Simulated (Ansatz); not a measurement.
Planning a run of Ansatz 0.2.0 on Ga2O3 (R-3c). The input:

```yaml
crystal:
  lattice:
    - [2.4986991939, 1.4426246522, 4.4835497685]
    - [-2.4986991939, 1.4426246522, 4.4835497685]
    - [0.0, -2.8852493044, 4.4835497685]
  atoms:
    - { symbol: Ga, position: [0.85558558, 0.85558558, 0.85558558] }
    - { symbol: Ga, position: [0.64441442, 0.64441442, 0.64441442] }
    - { symbol: Ga, position: [0.14441442, 0.14441442, 0.14441442] }
    - { symbol: Ga, position: [0.35558558, 0.35558558, 0.35558558] }
    - { symbol: O, position: [0.75, 0.44683282, 0.05316718] }
    - { symbol: O, position: [0.44683282, 0.05316718, 0.75] }
    - { symbol: O, position: [0.05316718, 0.75, 0.44683282] }
    - { symbol: O, position: [0.25, 0.55316718, 0.94683282] }
    - { symbol: O, position: [0.94683282, 0.25, 0.55316718] }
    - { symbol: O, position: [0.55316718, 0.94683282, 0.25] }
kpoints:
  mp_grid: { grid: [6, 6, 6] }
hamiltonian:
  xc: pbe
scf:
  occupations: { method: fixed }
  n_extra_bands: 36
output:
  optics: { e_range: [0, 15], de: 0.05, sigma: 0.15, scissors: 1.699 }
```

```sh
ansatz run input.yaml --threads 3 --pin off --max-ram 92160MiB --backend cuda --events-out ev --progress --plain --runs-dir out --devices 1 --max-vram 13GiB
```

Q: Estimate wall time and host memory on 1 × NVIDIA H100 80GB HBM3 (shared by 6 runs) with 3 threads of AMD EPYC 7R13 (Zen 3), shared host.

It took 48 s; on shared hardware allow 24 s to 96 s. Peak host memory was 1.9 GiB.

[Paths, hosts, dates, memory and timing lines, banners, echoed tables and standing remarks are left out of the program output.]

[Logs are printed without paths, hosts, clocks, repeated set-up lines and the standing remarks that a program may print on its own settings, such as how far it seeks lower states.]

[Runs of the session that timed out or met a known fault of the program may be left out.]

[Cells called generated may have been cut or substituted from an entry of the Crystallography Open Database or the Materials Project.]

[Hosts, paths, dates, database ids (printed as entryN), source tags and the programs' standing remarks are cut or masked in the printed files.]
